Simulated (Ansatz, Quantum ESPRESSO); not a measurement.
# LiPb (Pm-3m): phonons by linear response

Aim: the phonon dispersion of LiPb (Pm-3m), checked by a second program.

Calculated with Quantum ESPRESSO 7.5; DFT LDA, scalar-relativistic, plane waves, PseudoDojo norm-conserving pseudopotentials.

The database entry behind the starting cell is an old determination (1941), so it need not match the best structure at ambient conditions.

## Step 1: Set-up

It takes space group Pm-3m (No. 221, cubic). The conventional cell has a = 3.522 Å, b = 3.522 Å, c = 3.522 Å, α = 90.00°, β = 90.00°, γ = 90.00°. Nearest to Li lie 8 Pb at 3.05 Å. Nearest to Pb lie 8 Li at 3.05 Å. Farther neighbours are not listed.

As a file:

```cif
data_structure
_symmetry_space_group_name_H-M 'Pm-3m'
_symmetry_Int_Tables_number 221
_cell_length_a 3.5220
_cell_length_b 3.5220
_cell_length_c 3.5220
_cell_angle_alpha 90.000
_cell_angle_beta 90.000
_cell_angle_gamma 90.000
_cell_volume 43.69
loop_
_atom_site_label
_atom_site_type_symbol
_atom_site_symmetry_multiplicity
_atom_site_Wyckoff_symbol
_atom_site_fract_x
_atom_site_fract_y
_atom_site_fract_z
_atom_site_occupancy
Li1 Li 1 b 0.50000 0.50000 0.50000 1
Pb1 Pb 1 a 0.00000 0.00000 0.00000 1
```

## Step 2: A first look

A cheap run with smearing and empty bands tells whether the crystal has a gap, which decides between fixed occupations and smearing later on.

Contents of probe.in:

```
 &control
    calculation='scf',
    prefix='x',
    outdir='./tmp',
    pseudo_dir='./pseudo',
    tprnfor=.true.,
    tstress=.true.,
    verbosity='high',
 /
 &system
    ibrav=0,
    nat=2,
    ntyp=2,
    ecutwfc=74.0,
    occupations='smearing',
    smearing='gaussian',
    degauss=0.01,
 /
 &electrons
    conv_thr=1.0d-07,
    mixing_beta=0.7,
    electron_maxstep=100,
 /
ATOMIC_SPECIES
 Li      6.9400  Li.upf
 Pb    207.2000  Pb.upf
CELL_PARAMETERS angstrom
     3.522000000    0.000000000    0.000000000
     0.000000000    3.522000000    0.000000000
     0.000000000    0.000000000    3.522000000
ATOMIC_POSITIONS crystal
 Li     0.500000000   0.500000000   0.500000000
 Pb     0.000000000   0.000000000   0.000000000
K_POINTS automatic
 6 6 6 0 0 0
```

The run is started by

```console
OMP_NUM_THREADS=1 mpirun -n 4 pw.x -nk 4 -in probe.in > probe.out
```

The program printed:

```text
[banners, grids, parts of the stress and lines that vanish by symmetry left out]
Program PWSCF v.7.5
     Message from routine setup:
     using ibrav=0 with symmetry is DISCOURAGED, use correct ibrav instead
[...]
kinetic-energy cutoff     =      74.0000  Ry
     charge density cutoff     =     296.0000  Ry
     scf convergence threshold =      1.0E-07
[...]
Exchange-correlation= SLA  PW   NOGX NOGC
                           (   1   4   0   0   0   0   0)
[...]
48 Sym. Ops., with inversion, found
[...]
(     0          1          0      )
                  (     0          0          1      )
[...]
(  0.0000000  1.0000000  0.0000000 )
                  (  0.0000000  0.0000000  1.0000000 )
[...]
(     0         -1          0      )
                  (     0          0          1      )
[...]
(  0.0000000 -1.0000000  0.0000000 )
[...]
(     0          0          1      )
                  (     1          0          0      )
[...]
( -1.0000000  0.0000000  0.0000000 )
                  (  0.0000000  1.0000000  0.0000000 )
[...]
number of k points=    20  Gaussian smearing, width (Ry)=  0.0100
[...]
End of self-consistent calculation
[...]
the Fermi energy is     8.6121 ev
!    total energy              =    -154.80553989 Ry
[...]
convergence has been achieved in   5 iterations
[...]
atom    1 type  1   force =     0.00000000    0.00000000    0.00000000
     atom    2 type  2   force =     0.00000000    0.00000000    0.00000000
[...]
Total force =     0.000000     Total SCF correction =     0.000000
[...]
total   stress  (Ry/bohr**3)                   (kbar)     P=      -21.71
[...]
XML data file, charge density, pseudopotentials, collected wavefunctions

   JOB DONE.
```

The job ended after 2.8 s (4 MPI ranks of Arm Neoverse V1, shared host).

Read from the output:

```
volume per atom   : 21.84 Å³
pressure          : -2.171 GPa
gap on the k-mesh : 0 eV
```

No gap opens on this mesh, so smearing is kept; the start stands at -2.2 GPa.

## Step 3: Relaxing the cell and atoms

The relaxation runs at a cutoff a fifth above that of the response, since stress converges more slowly with the basis than frequencies do. Forces and stress are brought to rest with tight thresholds.

Contents of relax.in:

```
 &control
    calculation='vc-relax',
    prefix='x',
    outdir='./tmp',
    pseudo_dir='./pseudo',
    tprnfor=.true.,
    tstress=.true.,
    forc_conv_thr=2.0d-05,
    etot_conv_thr=1.0d-07,
    nstep=40,
 /
 &system
    ibrav=0,
    nat=2,
    ntyp=2,
    ecutwfc=89,
    occupations='smearing',
    smearing='mv',
    degauss=0.02,
 /
 &electrons
    conv_thr=1.0d-11,
    mixing_beta=0.7,
    electron_maxstep=100,
 /
 &ions
 /
 &cell
    press_conv_thr=0.2,
 /
ATOMIC_SPECIES
 Li      6.9400  Li.upf
 Pb    207.2000  Pb.upf
CELL_PARAMETERS angstrom
     3.522000000    0.000000000    0.000000000
     0.000000000    3.522000000    0.000000000
     0.000000000    0.000000000    3.522000000
ATOMIC_POSITIONS crystal
 Li     0.500000000   0.500000000   0.500000000
 Pb     0.000000000   0.000000000   0.000000000
K_POINTS automatic
 10 10 10 0 0 0
```

The run is started by

```console
OMP_NUM_THREADS=1 mpirun -n 4 pw.x -nk 4 -in relax.in > relax.out
```

The program printed:

```text
[banners, grids, parts of the stress and lines that vanish by symmetry left out]
[banner, memory and clock lines left out]
Program PWSCF v.7.5

[...]
kinetic-energy cutoff     =      89.0000  Ry
     charge density cutoff     =     356.0000  Ry
     scf convergence threshold =      1.0E-11
[...]
energy convergence thresh.=      1.0E-07
     force convergence thresh. =      2.0E-05
     press convergence thresh. =      2.0E-01
     Exchange-correlation= SLA  PW   NOGX NOGC
                           (   1   4   0   0   0   0   0)
[...]
48 Sym. Ops., with inversion, found
[...]
number of k points=    56  Marzari-Vanderbilt smearing, width (Ry)=  0.0200
[...]
End of self-consistent calculation
[...]
the Fermi energy is     8.3266 ev
!    total energy              =    -154.80339183 Ry
[...]
convergence has been achieved in   8 iterations
[...]
atom    1 type  1   force =     0.00000000    0.00000000    0.00000000
     atom    2 type  2   force =     0.00000000    0.00000000    0.00000000
     Total force =     0.000000     Total SCF correction =     0.000000
[...]
total   stress  (Ry/bohr**3)                   (kbar)     P=      -20.69
[...]
number of bfgs steps    =   0
[...]
CELL_PARAMETERS (angstrom)
[...]
ATOMIC_POSITIONS (crystal)
Li               0.5000000000        0.5000000000        0.5000000000
Pb               0.0000000000        0.0000000000        0.0000000000
[...]
New effective cutoffs (rho, wfc):  357.21   89.63
[...]
End of self-consistent calculation
[...]
the Fermi energy is     8.4574 ev
!    total energy              =    -154.80379272 Ry
[...]
convergence has been achieved in   5 iterations
[...]
atom    1 type  1   force =     0.00000000    0.00000000    0.00000000
     atom    2 type  2   force =     0.00000000    0.00000000    0.00000000
     Total force =     0.000000     Total SCF correction =     0.000000
[...]
total   stress  (Ry/bohr**3)                   (kbar)     P=      -17.34
[...]
number of bfgs steps    =   1
[...]
WARNING: bfgs curvature condition failed, Theta= 0.961
[...]
CELL_PARAMETERS (angstrom)
[...]
ATOMIC_POSITIONS (crystal)
Li               0.5000000000        0.5000000000        0.5000000000
Pb               0.0000000000        0.0000000000        0.0000000000
[...]
New effective cutoffs (rho, wfc):  361.02   90.58
[...]
End of self-consistent calculation
[...]
the Fermi energy is     8.6576 ev
!    total energy              =    -154.80425308 Ry
[...]
convergence has been achieved in   6 iterations
[...]
atom    1 type  1   force =     0.00000000    0.00000000    0.00000000
     atom    2 type  2   force =     0.00000000    0.00000000    0.00000000
     Total force =     0.000000     Total SCF correction =     0.000000
[...]
total   stress  (Ry/bohr**3)                   (kbar)     P=      -11.97
[...]
number of bfgs steps    =   2
[...]
CELL_PARAMETERS (angstrom)
[...]
ATOMIC_POSITIONS (crystal)
[...]
New effective cutoffs (rho, wfc):  366.86   92.05
[...]
End of self-consistent calculation
[...]
the Fermi energy is     8.9674 ev
!    total energy              =    -154.80460638 Ry
[...]
convergence has been achieved in   7 iterations
[...]
atom    1 type  1   force =     0.00000000    0.00000000    0.00000000
     atom    2 type  2   force =     0.00000000    0.00000000    0.00000000
     Total force =     0.000000     Total SCF correction =     0.000000
[...]
total   stress  (Ry/bohr**3)                   (kbar)     P=       -3.07
[...]
number of bfgs steps    =   3
[...]
CELL_PARAMETERS (angstrom)
[...]
ATOMIC_POSITIONS (crystal)
[...]
New effective cutoffs (rho, wfc):  368.85   92.55
[...]
End of self-consistent calculation
[...]
the Fermi energy is     9.0745 ev
!    total energy              =    -154.80462883 Ry
[...]
convergence has been achieved in   6 iterations
[...]
atom    1 type  1   force =     0.00000000    0.00000000    0.00000000
     atom    2 type  2   force =     0.00000000    0.00000000    0.00000000
     Total force =     0.000000     Total SCF correction =     0.000000
[...]
total   stress  (Ry/bohr**3)                   (kbar)     P=        0.18
[...]
number of bfgs steps    =   4
[...]
CELL_PARAMETERS (angstrom)
[...]
ATOMIC_POSITIONS (crystal)
[...]
New effective cutoffs (rho, wfc):  368.74   92.52
[...]
End of self-consistent calculation
[...]
the Fermi energy is     9.0685 ev
!    total energy              =    -154.80462890 Ry
[...]
convergence has been achieved in   4 iterations
[...]
atom    1 type  1   force =     0.00000000    0.00000000    0.00000000
     atom    2 type  2   force =     0.00000000    0.00000000    0.00000000
     Total force =     0.000000     Total SCF correction =     0.000000
[...]
total   stress  (Ry/bohr**3)                   (kbar)     P=       -0.00
[...]
bfgs converged in   6 scf cycles and   5 bfgs steps
[...]
End of BFGS Geometry Optimization
     Final enthalpy           =    -154.8046289048 Ry
     File ./tmp/x.bfgs deleted, as requested
[...]
CELL_PARAMETERS (angstrom)
[...]
ATOMIC_POSITIONS (crystal)
Li               0.5000000000        0.5000000000        0.5000000000
Pb               0.0000000000        0.0000000000        0.0000000000
[...]
Final scf calculation at the relaxed structure.
[...]
kinetic-energy cutoff     =      89.0000  Ry
     charge density cutoff     =     356.0000  Ry
     scf convergence threshold =      1.0E-13
[...]
press convergence thresh. =      2.0E-01
     Exchange-correlation= SLA  PW   NOGX NOGC
                           (   1   4   0   0   0   0   0)
[...]
48 Sym. Ops., with inversion, found
[...]
number of k points=    56  Marzari-Vanderbilt smearing, width (Ry)=  0.0200
[...]
c_bands:  1 eigenvalues not converged
[...]
End of self-consistent calculation
[...]
the Fermi energy is     9.0685 ev
!    total energy              =    -154.80462655 Ry
[...]
convergence has been achieved in   9 iterations
[...]
atom    1 type  1   force =     0.00000000    0.00000000    0.00000000
     atom    2 type  2   force =     0.00000000    0.00000000    0.00000000
     Total force =     0.000000     Total SCF correction =     0.000000
[...]
total   stress  (Ry/bohr**3)                   (kbar)     P=       -0.02
[...]
XML data file, charge density, pseudopotentials, collected wavefunctions
```

Wall time 48 s (4 MPI ranks); 3.2 min of CPU time.

The steps of the relaxation:

| step | energy less that of the first step (eV) | largest force (eV/Å) | pressure (GPa) | volume (Å³) |
| --- | --- | --- | --- | --- |
| 1 | 0.0000 | 0.0000 | -2.07 | 43.69 |
| 2 | -0.0055 | 0.0000 | -1.73 | 43.23 |
| 3 | -0.0117 | 0.0000 | -1.20 | 42.55 |
| 4 | -0.0165 | 0.0000 | -0.31 | 41.54 |
| 5 | -0.0168 | 0.0000 | 0.02 | 41.20 |
| 6 | -0.0168 | 0.0000 | 0.00 | 41.22 |
| 7 | -0.0168 | 0.0000 | 0.00 | 41.22 |

| conventional cell, symmetrised | before | after | change |
| --- | --- | --- | --- |
| a (Å) | 3.522 | 3.454 | -1.9 % |
| b (Å) | 3.522 | 3.454 | -1.9 % |
| c (Å) | 3.522 | 3.454 | -1.9 % |
| volume (Å³/atom) | 21.84 | 20.61 | -5.7 % |

Final coordinates:

```xyz
2
Lattice="3.4543 0.0000 0.0000 0.0000 3.4543 0.0000 0.0000 0.0000 3.4543" Properties=species:S:1:pos:R:3 pbc="T T T"
Li    1.7272    1.7272    1.7272
Pb    0.0000    0.0000    0.0000
```

The last row of the table of steps is pw.x's closing run on a basis chosen anew for the final cell, so its energy can jump.

Numbers from this step:

```
volume per atom : 20.61 Å³
pressure        : -0.002 GPa
```

The volume changes by -5.7 % from the cell with which this run began.

## Step 4: Self-consistent run for the response

The response is built on this ground state, so it is converged far tighter than an energy would need. Smearing stays on, as the first look found no gap above 0.3 eV.

Contents of scf.in:

```
 &control
    calculation='scf',
    prefix='x',
    outdir='./tmp',
    pseudo_dir='./pseudo',
    tprnfor=.true.,
    tstress=.true.,
 /
 &system
    ibrav=0,
    nat=2,
    ntyp=2,
    ecutwfc=74.0,
    occupations='smearing',
    smearing='mv',
    degauss=0.02,
 /
 &electrons
    conv_thr=1.0d-12,
    mixing_beta=0.7,
    electron_maxstep=100,
 /
ATOMIC_SPECIES
 Li      6.9400  Li.upf
 Pb    207.2000  Pb.upf
CELL_PARAMETERS angstrom
     3.454325622    0.000000000    0.000000000
     0.000000000    3.454325622    0.000000000
     0.000000000    0.000000000    3.454325622
ATOMIC_POSITIONS crystal
 Li     0.500000000   0.500000000   0.500000000
 Pb     0.000000000   0.000000000   0.000000000
K_POINTS automatic
 10 10 10 0 0 0
```

The run is started by

```console
OMP_NUM_THREADS=1 mpirun -n 4 pw.x -nk 4 -in scf.in > scf.out
```

The program printed:

```text
[banners, grids, parts of the stress and lines that vanish by symmetry left out]
[banner, memory and clock lines left out]
Program PWSCF v.7.5

[...]
kinetic-energy cutoff     =      74.0000  Ry
     charge density cutoff     =     296.0000  Ry
     scf convergence threshold =      1.0E-12
[...]
Exchange-correlation= SLA  PW   NOGX NOGC
                           (   1   4   0   0   0   0   0)
[...]
48 Sym. Ops., with inversion, found
[...]
number of k points=    56  Marzari-Vanderbilt smearing, width (Ry)=  0.0200
[...]
End of self-consistent calculation
[...]
the Fermi energy is     9.0685 ev
!    total energy              =    -154.80459262 Ry
[...]
convergence has been achieved in   8 iterations
[...]
atom    1 type  1   force =     0.00000000    0.00000000    0.00000000
     atom    2 type  2   force =     0.00000000    0.00000000    0.00000000
     Total force =     0.000000     Total SCF correction =     0.000000
[...]
total   stress  (Ry/bohr**3)                   (kbar)     P=       -0.12
[...]
XML data file, charge density, pseudopotentials, collected wavefunctions
```

Wall time 7 s (4 MPI ranks); 28 s of CPU time.

Numbers from this step:

```yaml
pressure: -0.01200 GPa
```

The cell stands at -0.012 GPa, close enough for phonons.

## Step 5: Levels on a dense mesh

The coupling is a sum over pairs of states at the Fermi level and needs a much denser mesh than the density does.

scf_fit.in, as its differences from scf.in of step 4:

```diff
@@ -16,5 +16,6 @@
     degauss=0.02,
+    la2F=.true.,
  /
  &electrons
-    conv_thr=1.0d-12,
+    conv_thr=1.0d-10,
     mixing_beta=0.7,
@@ -33,2 +34,2 @@
 K_POINTS automatic
- 10 10 10 0 0 0
+ 20 20 20 0 0 0
```

The run is started by

```console
OMP_NUM_THREADS=1 mpirun -n 4 pw.x -nk 4 -in scf_fit.in > scf_fit.out
```

The program printed:

```text
[banners, grids, parts of the stress and lines that vanish by symmetry left out]
[banner, memory and clock lines left out]
Program PWSCF v.7.5

[...]
kinetic-energy cutoff     =      74.0000  Ry
     charge density cutoff     =     296.0000  Ry
     scf convergence threshold =      1.0E-10
[...]
Exchange-correlation= SLA  PW   NOGX NOGC
                           (   1   4   0   0   0   0   0)
[...]
48 Sym. Ops., with inversion, found
[...]
number of k points=   286  Marzari-Vanderbilt smearing, width (Ry)=  0.0200
[...]
End of self-consistent calculation
[...]
the Fermi energy is     9.1137 ev
!    total energy              =    -154.80386802 Ry
[...]
convergence has been achieved in   7 iterations
[...]
atom    1 type  1   force =     0.00000000    0.00000000    0.00000000
     atom    2 type  2   force =     0.00000000    0.00000000    0.00000000
     Total force =     0.000000     Total SCF correction =     0.000000
[...]
total   stress  (Ry/bohr**3)                   (kbar)     P=        1.63
[...]
XML data file, charge density, pseudopotentials, collected wavefunctions
```

The job ended after 30 s (4 MPI ranks).

Read from the output:

- pressure: 0.1630 GPa

## Step 6: Ground state

The run on the dense mesh left its levels for the electron-phonon sums; ph.x needs the ground state on the coarse mesh, so pw.x runs once more in the same folder.

scf.in is that of step 4.

The run is started by

```console
OMP_NUM_THREADS=1 mpirun -n 4 pw.x -nk 4 -in scf.in > scf.out
```

The program printed:

```text
[banners, grids, parts of the stress and lines that vanish by symmetry left out]
[banner, memory and clock lines left out]
Program PWSCF v.7.5

[...]
kinetic-energy cutoff     =      74.0000  Ry
     charge density cutoff     =     296.0000  Ry
     scf convergence threshold =      1.0E-12
[...]
Exchange-correlation= SLA  PW   NOGX NOGC
                           (   1   4   0   0   0   0   0)
[...]
48 Sym. Ops., with inversion, found
[...]
number of k points=    56  Marzari-Vanderbilt smearing, width (Ry)=  0.0200
[...]
End of self-consistent calculation
[...]
the Fermi energy is     9.0685 ev
!    total energy              =    -154.80459262 Ry
[...]
convergence has been achieved in   8 iterations
[...]
atom    1 type  1   force =     0.00000000    0.00000000    0.00000000
     atom    2 type  2   force =     0.00000000    0.00000000    0.00000000
     Total force =     0.000000     Total SCF correction =     0.000000
[...]
total   stress  (Ry/bohr**3)                   (kbar)     P=       -0.12
[...]
XML data file, charge density, pseudopotentials, collected wavefunctions
```

Wall time 7.2 s (4 MPI ranks).

Read from the output:

```yaml
pressure: -0.01200 GPa
```

[end of part 1 of 3]

[Host names and launcher messages were left out of these logs when they were recorded.]

[Logs are printed without paths, hosts, clocks, repeated set-up lines and the standing remarks that a program may print on its own settings, such as how far it seeks lower states.]

[Hosts, paths, dates, database ids (printed as entryN), source tags and the programs' standing remarks are cut or masked in the printed files.]
